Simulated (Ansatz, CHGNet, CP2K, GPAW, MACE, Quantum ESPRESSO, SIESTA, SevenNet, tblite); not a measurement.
# Codes compared on random rutile alloy of IrO2 and SiO2 (96 atoms)

How near do other programs and methods come to a plane-wave reference for random rutile alloy of IrO2 and SiO2 (96 atoms)? A plane-wave run serves as the reference.

Program: Quantum ESPRESSO 7.5. Level of theory: Kohn-Sham DFT, PBE, SSSP efficiency 1.3.0 pseudopotentials, plane waves. Values are calculated unless marked as measured.

**1. Starting point**

The cell holds 96 atoms: 16 Si, 64 O and 16 Ir. Cell: a = 8.677 Å, b = 8.677 Å, c = 11.638 Å, α = 90.0°, β = 90.0°, γ = 90.0°. It derives from IrO2 (rutile), repeated 2×2×4. Rutile IrO2, 2 x 2 x 4 conventional cells, 16 of 32 Ir sites given to Si at random (x = 0.500), lattice by Vegard's rule (cell 4.338, 4.338, 2.909, 90, 90, 90); every coordinate displaced by a Gaussian of 0.07 Å. Then every atom was moved at random, 0.03 Å r.m.s. a Cartesian component.

**2. Plane-wave reference**

File pw.in:

```
&control
  calculation = 'scf'
  pseudo_dir = './pseudo'
  outdir = './tmp'
  disk_io = 'none'
  tprnfor = .true.
  tstress = .true.
/
&system
  ibrav = 0
  nat = 96
  ntyp = 3
  ecutwfc = 60
  ecutrho = 480
  nosym = .true.
  occupations = 'smearing'
  smearing = 'fd'
  degauss = 0.003675
/
&electrons
  conv_thr = 4.8e-07
  electron_maxstep = 100
  mixing_beta = 0.2
  mixing_mode = 'local-TF'
  diagonalization = 'david'
/
ATOMIC_SPECIES
Si 28.085 Si.upf
O 15.999 O.upf
Ir 192.217 Ir.upf
CELL_PARAMETERS angstrom
8.67700 0.00000 0.00000
0.00000 8.67700 0.00000
0.00000 0.00000 11.63800
ATOMIC_POSITIONS crystal
Si 0.01742 0.01099 0.00359
Si 0.24768 0.24184 0.12526
O 0.14278 0.14045 0.98668
O 0.33844 0.35651 0.01146
O 0.10986 0.41512 0.13291
O 0.40971 0.10020 0.12907
Ir 0.99583 0.00065 0.25595
Ir 0.25912 0.24060 0.36626
O 0.15283 0.14961 0.25628
O 0.33470 0.33990 0.24504
O 0.08776 0.39473 0.36870
O 0.40860 0.09455 0.38106
[... 80 atom lines left out ...]
O 0.64263 0.64652 0.76036
O 0.84252 0.84793 0.74914
O 0.61521 0.91320 0.89068
O 0.91195 0.59612 0.88276
K_POINTS gamma
```

On the command line:

```bash
$ OMP_NUM_THREADS=1 mpirun -np 4 pw.x -in pw.in > output.txt
```

Output:

```text
Program PWSCF
     gamma-point specific algorithms are used
     one sub-group per band group will be used
     scalapack distributed-memory algorithm (size of sub-group:  2*  2 procs)
     Parallelization info
     sticks:   dense  smooth     PW     G-vecs:    dense   smooth      PW
     Min        2564    1283    320               262460    92891   11608
     Max        2566    1286    321               262466    92906   11615
     Sum       10261    5137   1281              1049853   371581   46439
     bravais-lattice index     =            0
     lattice parameter (alat)  =      16.3972  a.u.
     unit-cell volume          =    5913.0854 (a.u.)^3
     number of atoms/cell      =           96
     number of atomic types    =            3
[... lines left out ...]
     scf convergence threshold =      4.8E-07
[... lines left out ...]
     number of k points=     1  Fermi-Dirac smearing, width (Ry)=  0.0037
[... lines left out ...]
     total energy              =   -5761.43972871 Ry
[... lines left out ...]
     total energy              =   -5755.86997714 Ry
[... lines left out ...]
     total energy              =   -5756.92681903 Ry
[... lines left out ...]
     c_bands:  2 eigenvalues not converged
[... lines left out ...]
     total energy              =   -5756.67174987 Ry
[... lines left out ...]
     total energy              =   -5756.67175000 Ry
[... lines left out ...]
   -37.3213 -37.2204 -37.2076 -37.1811 -37.1161 -37.0787 -37.0450 -37.0321
   -37.0275 -37.0077 -36.9690 -36.9425 -36.8791 -36.8737 -36.8043 -36.8009
[...]
19.0800  19.1979  19.3064  19.3824  19.4524  19.5277  19.5716  19.7954
    19.8697  20.0214  20.2151  20.2987  20.5416  20.5986  20.7403  20.9011
    20.9357  21.0925  21.1819  21.3394  21.3925
     the Fermi energy is    13.8132 ev
!    total energy              =   -5756.67174990 Ry
     estimated scf accuracy    <       0.00000029 Ry
     smearing contrib. (-TS)   =      -0.01836542 Ry
     internal energy E=F+TS    =   -5756.65338448 Ry
     The total energy is F=E-TS. E is the sum of the following terms:
     one-electron contribution =   -1522.44718177 Ry
     hartree contribution      =    1273.58273470 Ry
     xc contribution           =   -1391.11960439 Ry
     ewald contribution        =   -3508.20659370 Ry
     one-center paw contrib.   =    -608.46273934 Ry
     convergence has been achieved in  21 iterations
     Forces acting on atoms (cartesian axes, Ry/au):
     atom    1 type  1   force =    -0.20055297   -0.16035804   -0.01690417
     atom    2 type  1   force =     0.06123460    0.02150233   -0.00824235
     atom    3 type  2   force =     0.05058197    0.03497401    0.22547535
[...]
atom   95 type  2   force =    -0.15951341    0.07289102   -0.13246845
     atom   96 type  2   force =     0.03656564   -0.02825503    0.05313110
     Total force =     2.623761     Total SCF correction =     0.002776
     Computing stress (Cartesian axis) and pressure
          total   stress  (Ry/bohr**3)                   (kbar)     P=      351.28
   0.00207649   0.00017838   0.00006464          305.46       26.24        9.51
   0.00017838   0.00209757  -0.00013306           26.24      308.56      -19.57
   0.00006464  -0.00013306   0.00298971            9.51      -19.57      439.80
     Message from routine punch:
     Nothing written, as per user request (disk_io='none')
```

Elapsed: 4.5 min, on 4 MPI ranks of Arm Neoverse V2, shared host; peak memory 3.4 GiB; 18 min of CPU time.

Banners and routine set-up lines are dropped from the logs; longer cuts are marked.

Numbers from this run:

* r.m.s. force component: 3.975 eV/Å
* longest force: 18.02 eV/Å
* pressure: 35.13 GPa

**3. The other programs**

The programs:
- CHGNet: machine-learned potential, published weights.
- CP2K 2026.2: Gaussian basis with GTH pseudopotentials and a plane-wave density; labels give functional, basis (MOLOPT sets; SR short-range, UZH the newer set with its own potentials), grid cutoff/relative cutoff and solver (OT: orbital transformation; TRS4, TC2, SIGN: linear-scaling purification with its sparsity filter), or its built-in tight binding.
- GPAW 26.7.0: PAW with atomic orbitals (LCAO), plane waves or a real-space grid of spacing h.
- MACE: machine-learned potential, published weights.
- Quantum ESPRESSO 7.5: plane waves; labels (QE) give functional, pseudopotential set and cutoffs of waves/density.
- SIESTA 5.4.2: numerical atomic orbitals, whose automatically made sets are far from complete, with PseudoDojo norm-conserving potentials that we converted to its format (checked against plane waves on the same files for H, C, O, Si, Ge and Ca alone); labels give functional, basis size, energy shift and mesh cutoff.
- SevenNet: machine-learned potential, published weights.
- tblite 0.8.0: extended tight binding, driven from Python.

All use the same cell and atoms; the electronic-structure runs use the same k-mesh, and an electronic temperature of 580 K (0.05 eV) where levels are smeared.

Differences are against the plane-wave reference, forces as r.m.s. over components; share is that over the reference's r.m.s. force, slope the least-squares factor from reference forces to these. Total energies of different programs have different zeros and aren't compared.

```tsv
run	Δ force, r.m.s. (meV/Å)	share (%)	slope	Δ pressure (GPa)	cores	CPU time	memory (GiB)
reference	-	-	-	-	4	18 min	3.4
CHGNet 0.3.0 potential	635	16.0	1.046	9.17	1	4.5 s	2.1
CP2K PBE, DZVP-UZH, 210/50 Ry, diagonalisation (coarse)	190	4.78	0.996	0.741	4	15 min	2.7
CP2K PBE, DZVP-UZH, 600/50 Ry, diagonalisation	104	2.63	0.995	-0.321	4	17 min	4.5
CP2K PBE, SZV-MOLOPT-SR, 600/50 Ry, diagonalisation (coarse)	1487	37.4	1.297	35.2	2	6.1 min	2.2
GPAW PBE, LCAO dzp, h 0.18 Å	207	5.21	1.022	-	2	9.6 min	2.2
GPAW PBE, LCAO dzp, h 0.25 Å (coarse)	279	7.01	1.025	-	1	5 min	0.98
GPAW PBE, LCAO sz(dzp), h 0.18 Å (coarse)	1128	28.4	1.181	-	1	3 min	1.3
GPAW PBE, LCAO szp(dzp), h 0.18 Å (coarse)	484	12.2	1.103	-	1	6.3 min	1.6
GPAW RPBE, LCAO dzp, h 0.18 Å	260	6.54	1.043	-	2	9.6 min	2.2
MACE MP-0b3 medium potential	567	14.3	0.952	1.10	1	8.4 s	1.4
QE PBE, sg15-1.2, 60/240 Ry (coarse)	89.1	2.24	0.984	-20.0	4	12 min	1.6
SIESTA PBE, DZ, shift 0.01 Ry, mesh 500 Ry (coarse)	815	20.5	1.129	12.2	2	3.7 min	1.3
SIESTA PBE, DZP, shift 0.01 Ry, mesh 500 Ry	215	5.42	1.042	5.51	4	9.1 min	2.4
SIESTA PBE, SZ, shift 0.01 Ry, mesh 500 Ry (coarse)	1511	38.0	1.186	16.0	1	2.4 min	0.84
SevenNet l3i5 potential	789	19.9	1.046	7.33	1	12 s	2.1
tblite GFN1-xTB	1072	27.0	0.774	-2.54	1	5.4 s	0.13
tblite GFN2-xTB	1577	39.7	0.633	-17.5	1	14 s	0.13
```

Rows marked coarse use a setting chosen to be so.

Times of the machine-learned potentials are mostly Python's start and the loading of weights.

CPU time is summed over cores on a shared host, where runs went side by side, so it is rough. Symmetry, cutoffs, thresholds, outputs and thread counts weren't matched or tuned between programs; memory under MPI is the largest rank's times the ranks.

Runs without a result: CP2K GFN1-xTB, diagonalisation (not converged, the SCF not settling).

Mean charges by element (e), by run and scheme:

```tsv
run	scheme	Si	O	Ir
CP2K PBE, DZVP-UZH, 600/50 Ry, diagonalisation	Mulliken	+1.36	-0.47	+0.53
SIESTA PBE, DZP, shift 0.01 Ry, mesh 500 Ry	Hirshfeld	+0.29	-0.23	+0.61
tblite GFN1-xTB	Mulliken	+0.52	-0.29	+0.65
tblite GFN2-xTB	Mulliken	+0.83	-0.31	+0.41
```

Within one program, basis, potentials and functional, energies share a zero. Each run against its twin at the usual cutoff or grid and solver:

```tsv
run	twin	Δ energy (meV/atom)	Δ force, r.m.s. (meV/Å)	CPU time over the twin's
CP2K PBE, DZVP-UZH, 210/50 Ry, diagonalisation	DZVP-UZH, 600/50 Ry, diagonalisation	-21.3	182	0.86
GPAW PBE, LCAO dzp, h 0.25 Å	LCAO dzp, h 0.18 Å	307	168	0.52 (this twin ran on 2 cores)
```

**4. Outcome**

| Property | Result |
| --- | --- |
| reference r.m.s. force component | 3.98 eV/Å |
| nearest in forces | QE PBE, sg15-1.2, 60/240 Ry (coarse), 2.2 % |
| farthest in forces | tblite GFN2-xTB, 40 % |
| cheapest electronic-structure run beside the reference | tblite GFN1-xTB, 5.4 s of CPU time |

The PBE runs in local orbitals, coarse settings apart, differ by 2.6 % (CP2K PBE, DZVP-UZH, 600/50 Ry, diagonalisation) to 5.4 % (SIESTA PBE, DZP, shift 0.01 Ry, mesh 500 Ry); basis, grid and potentials can all enter. Tight binding differs by 27 % (tblite GFN1-xTB) to 40 % (tblite GFN2-xTB); it is another model, with fitted parameters of its own, and the xTB methods hold dispersion. Machine-learned potentials differ by 14 % (MACE MP-0b3 medium potential) to 20 % (SevenNet l3i5 potential); they were trained on other programs' data. Rows with another functional or a dispersion term differ by 6.5 % (GPAW RPBE, LCAO dzp, h 0.18 Å), which mixes the change of model with differences of basis and potentials. tblite GFN2-xTB needed 74 SCF steps, so its time overstates the method's usual cost. Runs with settings chosen to be coarse differ by 2.2 % (QE PBE, sg15-1.2, 60/240 Ry) to 38 % (SIESTA PBE, SZ, shift 0.01 Ry, mesh 500 Ry), their programs' other errors included. Of the electronic-structure runs that take under half the reference's CPU time, GPAW PBE, LCAO dzp, h 0.25 Å comes nearest, at 7.0 % in 5 min against 18 min. CP2K PBE, SZV-MOLOPT-SR, 600/50 Ry, diagonalisation stiffens the forces by a factor of 1.30 while following their directions (correlation 0.985); the slopes of the 3 CP2K runs lie between 1.00 and 1.30. In pressure, CP2K PBE, SZV-MOLOPT-SR, 600/50 Ry, diagonalisation misses by +35.2 GPa, at the same functional. Charges hang on model, scheme and program or settings: among these rows the mean for Si runs from +0.29 to +1.36 e. In the reference: levels near the Fermi energy are neither full nor empty under the smearing, so no gap is quoted. Periodic xTB results under one method name differ between programs and library versions. The potentials hold different valence shells: 688 electrons in the reference, 720 in SIESTA, 720 in CP2K with SZV-MOLOPT-SR and 720 in Quantum ESPRESSO with SG15; this bears on time and differences. The reference's pressure holds the uncorrected Pulay stress of its 60 Ry basis, so small pressure differences, and their order, may be the reference's own error. Machine-learned potentials mimic data converged in k, so the reference's own k-point error enters their differences. The reference's stress is far from hydrostatic: its diagonal is 30.5, 30.9, 44.0 GPa, compression counted positive. The host structure and its lattice constant were typed by rule, without a check against the phase diagram. The reference's pressure of 35 GPa belongs to unrelaxed atoms and would change as they relax. The runs have no spin polarisation, so any moments at edges, vacancies or dangling bonds can't form. The electronic-structure runs sample only Γ, in a cell whose shortest periodic width is 9 Å, which is coarse for a cell with partly filled levels. Spin–orbit coupling is left out, which matters for the levels of the heavy elements.

[Long decimals in the printed logs are rounded to 6 places.]

[Also dropped from logs without a mark: lines with file paths, logging warnings of Python, QE's lines on negative density and diagonalisation, SIESTA's first energy breakdown, zero terms and Voronoi charges.]

[Logs are printed without paths, hosts, clocks, repeated set-up lines and the standing remarks that a program may print on its own settings, such as how far it seeks lower states.]

[Hosts, paths, dates, database ids (printed as entryN), source tags and the programs' standing remarks are cut or masked in the printed files.]

[Not all failed runs are listed: runs killed by the host, ended in a Python traceback or in CONQUEST's support-function errors, and SIESTA runs with faulty potentials for Cu, Fe, Ni or Zn are left out.]
